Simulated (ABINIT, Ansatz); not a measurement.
# CaGeS3 (Pm-3m): zone-centre phonons, part 2 of 5

Aim: the zone-centre modes of CaGeS3 (Pm-3m).

ABINIT 10.8.3; DFT PBE, scalar-relativistic, plane waves, SPMS norm-conserving pseudopotentials.

So far. Step 2 (Relaxation): The volume changes by +0.6 % from the cell with which this run began. The relaxed cell has a = 4.786 Å (conventional setting).

The structure was built from a prototype and need not be the compound's stable phase.

### Step 4. Zone-centre response

At q = 0 one unit cell holds all displacements. The response is solved for single atoms along the cell's directions, and symmetry skips those that follow from others. The crystal is treated as a metal, which screens a static field, so no field response is asked.

File dfpt_gamma.abi:

```

# common to the responses
getwfk_filepath "gso_WFK"
kptopt 2
nqpt 1
qpt 0.0 0.0 0.0
asr 0
chneut 0

# displacements
rfphon 1
rfatpol 1 5
rfdir 1 1 1
tolvrs 1.0d-10
prtwf 0

# basis, mesh and filling
ecut 40.0
ngkpt 6 6 6
nshiftk 1
shiftk 0.0 0.0 0.0
istwfk *1
occopt 3
tsmear 0.01
nband 30
nstep 100
diemac 1000000.0
prtebands 0
prtgsr 0
useylm 1

# cell and atoms
acell 9.044640665 9.044640665 9.044640665
rprim 
    1.0 0.0 0.0
    0.0 1.0 0.0
    0.0 0.0 1.0
ntypat 3
znucl 20 32 16
natom 5
typat 1 2 3 3 3
xred 
    0.0 0.0 0.0
    0.5 0.5 0.5
    0.5 0.5 0.0
    0.5 0.0 0.5
    0.0 0.5 0.5
pp_dirpath "./pseudo"
pseudos "Ca.psp8, Ge.psp8, S.psp8"
```

Run with:

```console
> OMP_NUM_THREADS=1 mpirun -n 4 abinit dfpt_gamma.abi > dfpt_gamma.log
```

Numbers of over 12 decimals in the logs are rounded to 6 here.

dfpt_gamma.abo, the main output file:

```text
[banners, grids, parts of the stress and lines that vanish by symmetry left out]
- input  file    -> dfpt_gamma.abi
- output file    -> dfpt_gamma.abo
- root for input  files -> dfpt_gammai
- root for output files -> dfpt_gammao

 Symmetries : space group Pm -3 m (#221); Bravais cP (primitive cubic)
================================================================================
 Values of the parameters that define the memory need of the present run (RF).
     intxc =       0      iscf =       7    lmnmax =      18     lnmax =       6
     mgfft =      54  mpssoang =       3    mqgrid =    3001     natom =       5
  nloc_mem =       1    nspden =       1   nspinor =       1    nsppol =       1
      nsym =      48    n1xccc =    2501    ntypat =       3    occopt =       3
   xclevel =       2
-    mband =          30        mffmem =           1         mkmem =          28
-   mkqmem =          28        mk1mem =          28           mpw =        9008
      nfft =      157464          nkpt =         112
- my_mband =          30
================================================================================
================================================================================

--------------------------------------------------------------------------------
------------- Echo of variables that govern the present computation ------------
--------------------------------------------------------------------------------
-
- outvars: echo of selected default values
-   iomode0 =  0 , fftalg0 =312 , wfoptalg0 =  0
-
- outvars: echo of global parameters not present in the input file
-  max_nthreads =    1
-
 -outvars: echo values of preprocessed input variables
 [... echo left out ...]
================================================================================

 chkinp: Checking input parameters for consistency.

[...]
== DATASET  1 ==================================================================
-   mpi_nproc: 4, omp_nthreads: 1 (-1 if OMP is not activated)

--- !DatasetInfo
iteration_state: {dtset: 1, }
dimensions: {natom: 5, nkpt: 112, mband: 30, nsppol: 1, nspinor: 1, nspden: 1, mpw: 9008, }
cutoff_energies: {ecut:  40.0, pawecutdg:  -1.0, }
electrons: {nelect:   4.20000000E+01, charge:   0.00000000E+00, occopt:   3.00000000E+00, tsmear:   1.00000000E-02, }
meta: {optdriver: 1, rfphon: 1, }
...

 mkfilename: getwfk from: gso_WFK

 Exchange-correlation functional for the present dataset will be:
  GGA: Perdew-Burke-Ernzerhof functional - ixc=11
 Citation for XC functional:
  J.P.Perdew, K.Burke, M.Ernzerhof, PRL 77, 3865 (1996)

 Real(R)+Recip(G) space primitive vectors, cartesian coordinates (Bohr,Bohr^-1):
 R(1)=  9.0446407  0.0000000  0.0000000  G(1)=  0.1105627  0.0000000  0.0000000
 R(2)=  0.0000000  9.0446407  0.0000000  G(2)=  0.0000000  0.1105627  0.0000000
 R(3)=  0.0000000  0.0000000  9.0446407  G(3)=  0.0000000  0.0000000  0.1105627
 Unit cell volume ucvol=  7.3990158E+02 bohr^3
 Angles (23,13,12)=  9.00000000E+01  9.00000000E+01  9.00000000E+01 degrees
 setup1 : take into account q-point for computing boxcut.

 getcut: wavevector=  0.0000  0.0000  0.0000  ngfft=  54  54  54
         ecut(hartree)=     40.000   => boxcut(ratio)=   2.09704

--- Pseudopotential description ------------------------------------------------
- pspini: atom type   1  psp file is ./pseudo/Ca.psp8

- pspini: atom type   2  psp file is ./pseudo/Ge.psp8

- pspini: atom type   3  psp file is ./pseudo/S.psp8

   2.93480168E+03                                ecore*ucvol(ha*bohr**3)
--------------------------------------------------------------------------------

 ==>  initialize data related to q vector <==

 The list of irreducible perturbations for this q vector is:
    1)    idir= 1    ipert=   1
    2)    idir= 1    ipert=   2
    3)    idir= 1    ipert=   3
    4)    idir= 3    ipert=   3

[...]
The perturbation idir=   2  ipert=   1 is
 symmetric of a previously calculated perturbation.
 So, its SCF calculation is not needed.

 The perturbation idir=   3  ipert=   1 is
 symmetric of a previously calculated perturbation.
 So, its SCF calculation is not needed.

 The perturbation idir=   2  ipert=   2 is
 symmetric of a previously calculated perturbation.
 So, its SCF calculation is not needed.

 The perturbation idir=   3  ipert=   2 is
 symmetric of a previously calculated perturbation.
 So, its SCF calculation is not needed.

[...]
The perturbation idir=   2  ipert=   5 is
 symmetric of a previously calculated perturbation.
 So, its SCF calculation is not needed.

 The perturbation idir=   3  ipert=   5 is
 symmetric of a previously calculated perturbation.
 So, its SCF calculation is not needed.

--------------------------------------------------------------------------------
 Perturbation wavevector (in red.coord.)   0.000000  0.000000  0.000000
 Perturbation : displacement of atom   1   along direction   1
 Found     8 symmetries that leave the perturbation invariant.

[...]
dfpt_looppert : total number of electrons, from k and k+q
  fully or partially occupied states are    4.200000E+01 and    4.200000E+01.
 Initialisation of the first-order wave-functions :
  ireadwf=   0

--- !BeginCycle
iteration_state: {dtset: 1, }
solver: {iscf: 7, nstep: 100, nline: 4, wfoptalg: 0, }
tolerances: {tolvrs: 1.00E-10, }
...

     iter   2DEtotal(Ha)        deltaE(Ha) residm    vres2
-ETOT  1   2.155753     -2.271E+03 6.552E+00 1.525E+04
 ETOT  2 -0.588834     -2.745E+00 2.955E-01 3.329E+02
 ETOT  3 -0.701705     -1.129E-01 8.374E-03 2.766E+02
 ETOT  4 -0.742322     -4.062E-02 2.187E-03 4.418E+00
 ETOT  5 -0.743966     -1.644E-03 3.903E-04 3.305E-01
[...]
At SCF step   13       vres2   =  4.31E-12 < tolvrs=  1.00E-10 =>converged.
[...]
Mean square residual over all n,k,spin=   77.810E-13; max=  61.710E-10

 Thirteen components of 2nd-order total energy (hartree) are
 1,2,3: 0th-order hamiltonian combined with 1st-order wavefunctions
     kin0=   1.04036296E+03 eigvalue=   2.16783035E+02  local=  -6.22757910E+02
 4,5,6: 1st-order hamiltonian combined with 1st and 0th-order wfs
 loc psp =  -3.51123133E+03  Hartree=   1.04066258E+03     xc=  -2.25059957E+02
 note that "loc psp" includes a xc core correction that could be resolved
 7,8,9: eventually, occupation + non-local contributions
    edocc=   5.79763798E+02     enl0=   2.43647082E+02   enl1=  -1.03557184E+03
 1-9 gives the relaxation energy (to be shifted if some occ is /=2.0)
   erelax=  -2.27340159E+03
 10,11,12 Non-relaxation  contributions : frozen-wavefunctions and Ewald
 fr.local=   1.62590947E+03 fr.nonlo=   5.20307895E+02  Ewald=   1.48199681E+02
 13,14 Frozen wf xc core corrections (1) and (2)
 frxc 1  =  -3.66189221E+02  frxc 2 =   3.44429632E+02
 Resulting in :
 2DEtotal=   -0.7441337810E+00 Ha. Also 2DEtotal=   -0.202489117327E+02 eV
    (2DErelax=   -2.2734015860E+03 Ha. 2DEnonrelax=    2.2726574522E+03 Ha)
    (  non-var. 2DEtotal :   -7.4413322322E-01 Ha)

[...]
Perturbation wavevector (in red.coord.)   0.000000  0.000000  0.000000
 Perturbation : displacement of atom   2   along direction   1
 Found     8 symmetries that leave the perturbation invariant.

[...]
dfpt_looppert : total number of electrons, from k and k+q
  fully or partially occupied states are    4.200000E+01 and    4.200000E+01.
 Initialisation of the first-order wave-functions :
  ireadwf=   0

--- !BeginCycle
iteration_state: {dtset: 1, }
solver: {iscf: 7, nstep: 100, nline: 4, wfoptalg: 0, }
tolerances: {tolvrs: 1.00E-10, }
...

     iter   2DEtotal(Ha)        deltaE(Ha) residm    vres2
-ETOT  1   6.371238     -3.263E+04 5.902E+01 1.001E+03
[...]
At SCF step   12       vres2   =  6.34E-11 < tolvrs=  1.00E-10 =>converged.
[...]
Mean square residual over all n,k,spin=   26.670E-13; max=  14.020E-10

 Thirteen components of 2nd-order total energy (hartree) are
 1,2,3: 0th-order hamiltonian combined with 1st-order wavefunctions
     kin0=   3.46490852E+04 eigvalue=   3.93937647E+03  local=  -1.88758719E+04
 4,5,6: 1st-order hamiltonian combined with 1st and 0th-order wfs
 loc psp =  -7.61144943E+03  Hartree=   2.91436330E+03     xc=  -6.99170679E+02
 note that "loc psp" includes a xc core correction that could be resolved
 7,8,9: eventually, occupation + non-local contributions
    edocc=   1.72254747E+01     enl0=   1.06879160E+04   enl1=  -5.76543984E+04
 1-9 gives the relaxation energy (to be shifted if some occ is /=2.0)
   erelax=  -3.26329239E+04
 10,11,12 Non-relaxation  contributions : frozen-wavefunctions and Ewald
 fr.local=   3.68759564E+03 fr.nonlo=   2.88177242E+04  Ewald=   1.81544610E+02
 13,14 Frozen wf xc core corrections (1) and (2)
 frxc 1  =  -6.86255193E+02  frxc 2 =   6.33370313E+02
 Resulting in :
 2DEtotal=    0.1055708173E+01 Ha. Also 2DEtotal=    0.287272828695E+02 eV
    (2DErelax=   -3.2632923900E+04 Ha. 2DEnonrelax=    3.2633979608E+04 Ha)
    (  non-var. 2DEtotal :    1.0557047277E+00 Ha)

[...]
Perturbation wavevector (in red.coord.)   0.000000  0.000000  0.000000
 Perturbation : displacement of atom   3   along direction   1
 Found     4 symmetries that leave the perturbation invariant.

[...]
dfpt_looppert : total number of electrons, from k and k+q
  fully or partially occupied states are    4.200000E+01 and    4.200000E+01.
 Initialisation of the first-order wave-functions :
  ireadwf=   0

--- !BeginCycle
iteration_state: {dtset: 1, }
solver: {iscf: 7, nstep: 100, nline: 4, wfoptalg: 0, }
tolerances: {tolvrs: 1.00E-10, }
...

     iter   2DEtotal(Ha)        deltaE(Ha) residm    vres2
-ETOT  1  0.290420     -5.388E+02 1.619E+00 3.333E+03
[...]
At SCF step   13       vres2   =  2.36E-11 < tolvrs=  1.00E-10 =>converged.
[...]
Mean square residual over all n,k,spin=   93.764E-13; max=  57.798E-10

 Thirteen components of 2nd-order total energy (hartree) are
 1,2,3: 0th-order hamiltonian combined with 1st-order wavefunctions
     kin0=   5.07994094E+02 eigvalue=  -1.44087853E+01  local=  -3.91804903E+02
 4,5,6: 1st-order hamiltonian combined with 1st and 0th-order wfs
 loc psp =  -3.65243121E+02  Hartree=   1.66177354E+02     xc=  -4.97471670E+01
 note that "loc psp" includes a xc core correction that could be resolved
 7,8,9: eventually, occupation + non-local contributions
    edocc=   1.75410436E+01     enl0=   3.03854791E+02   enl1=  -7.13969731E+02
 1-9 gives the relaxation energy (to be shifted if some occ is /=2.0)
   erelax=  -5.39606426E+02
 10,11,12 Non-relaxation  contributions : frozen-wavefunctions and Ewald
 fr.local=   2.21241430E+02 fr.nonlo=   3.62295175E+02  Ewald=  -2.81552649E+01
 13,14 Frozen wf xc core corrections (1) and (2)
 frxc 1  =  -7.10898762E+01  frxc 2 =   5.48119342E+01
 Resulting in :
 2DEtotal=   -0.5030279692E+00 Ha. Also 2DEtotal=   -0.136880883635E+02 eV
    (2DErelax=   -5.3960642603E+02 Ha. 2DEnonrelax=    5.3910339806E+02 Ha)
    (  non-var. 2DEtotal :   -5.0302811510E-01 Ha)

[...]
Perturbation wavevector (in red.coord.)   0.000000  0.000000  0.000000
 Perturbation : displacement of atom   3   along direction   3
 Found     8 symmetries that leave the perturbation invariant.

--------------------------------------------------------------------------------

--------------------------------------------------------------------------------

 dfpt_looppert : total number of electrons, from k and k+q
  fully or partially occupied states are    4.200000E+01 and    4.200000E+01.
 Initialisation of the first-order wave-functions :
  ireadwf=   0

--- !BeginCycle
iteration_state: {dtset: 1, }
solver: {iscf: 7, nstep: 100, nline: 4, wfoptalg: 0, }
tolerances: {tolvrs: 1.00E-10, }
...

     iter   2DEtotal(Ha)        deltaE(Ha) residm    vres2
-ETOT  1   8.579248     -5.226E+02 1.232E+00 9.727E+03
[...]
ETOT 12   6.320087      8.413E-12 2.263E-08 3.726E-10
 ETOT 13   6.320087      4.547E-12 7.682E-09 6.878E-11

 At SCF step   13       vres2   =  6.88E-11 < tolvrs=  1.00E-10 =>converged.
[...]
Mean square residual over all n,k,spin=   78.664E-13; max=  76.825E-10

 Thirteen components of 2nd-order total energy (hartree) are
 1,2,3: 0th-order hamiltonian combined with 1st-order wavefunctions
     kin0=   4.87338050E+02 eigvalue=  -7.41575275E+00  local=  -3.51347290E+02
 4,5,6: 1st-order hamiltonian combined with 1st and 0th-order wfs
 loc psp =  -4.10300221E+02  Hartree=   1.72646183E+02     xc=  -4.75102135E+01
 note that "loc psp" includes a xc core correction that could be resolved
 7,8,9: eventually, occupation + non-local contributions
    edocc=   2.86821907E+01     enl0=   2.42441921E+02   enl1=  -6.39369953E+02
 1-9 gives the relaxation energy (to be shifted if some occ is /=2.0)
   erelax=  -5.24835086E+02
 10,11,12 Non-relaxation  contributions : frozen-wavefunctions and Ewald
 fr.local=  -1.29014895E+02 fr.nonlo=   3.18425261E+02  Ewald=   3.56414885E+02
 13,14 Frozen wf xc core corrections (1) and (2)
 frxc 1  =  -7.16704688E+01  frxc 2 =   5.70003904E+01
 Resulting in :
 2DEtotal=    0.6320086569E+01 Ha. Also 2DEtotal=    0.171978316743E+03 eV
    (2DErelax=   -5.2483508594E+02 Ha. 2DEnonrelax=    5.3115517251E+02 Ha)
    (  non-var. 2DEtotal :    6.3200857421E+00 Ha)

[...]
---- first-order wavefunction calculations are completed ----

 ==> Compute Derivative Database <==

 [... matrices left out ...]
  Phonon wavevector (reduced coordinates) :  0.00000  0.00000  0.00000
 Phonon energies in Hartree :
  -5.777678E-04 -5.777678E-04 -5.777678E-04 -4.234420E-04 -4.234420E-04
  -4.234420E-04 -9.409166E-05 -9.409166E-05 -9.409166E-05 -2.037945E-05
  -2.037945E-05 -2.037945E-05  1.267553E-03  1.267553E-03  1.267553E-03
 Phonon frequencies in cm-1    :
- -1.268054E+02 -1.268054E+02 -1.268054E+02 -9.293479E+01 -9.293479E+01
- -9.293479E+01 -2.065073E+01 -2.065073E+01 -2.065073E+01 -4.472773E+00
- -4.472773E+00 -4.472772E+00  2.781957E+02  2.781957E+02  2.781957E+02

== END DATASET(S) ==============================================================
================================================================================

 -outvars: echo values of variables after computation
            acell      9.0446406650E+00  9.0446406650E+00  9.0446406650E+00 Bohr
           etotal      6.3200865692E+00
            fcart      0.0000000000E+00  0.0000000000E+00  0.0000000000E+00
           strten      0.0000000000E+00  0.0000000000E+00  0.0000000000E+00
================================================================================
```

The job ended after 11 min (4 MPI ranks of Arm Neoverse V1, shared host; 43 min of CPU time).

This step gave:

| Quantity | Value |
| --- | --- |
| largest acoustic frequency at the zone centre before the sum rule | -4.47 cm⁻¹ |
| highest optical zone-centre mode (no LO-TO term) | 278.2 cm⁻¹ |
| lowest optical zone-centre mode | -126.8 cm⁻¹ |

The acoustic modes at Γ come out as far as 4.5 cm⁻¹ from zero, where they should vanish, a small numerical error. The lowest optical mode is imaginary, 127i cm⁻¹, an instability at this level and on this k mesh.

[end of part 2 of 5]

[Host names and launcher messages were left out of these logs when they were recorded.]

[Logs are printed without paths, hosts, clocks, repeated set-up lines and the standing remarks that a program may print on its own settings, such as how far it seeks lower states.]

[Hosts, paths, dates, database ids (printed as entryN), source tags and the programs' standing remarks are cut or masked in the printed files.]
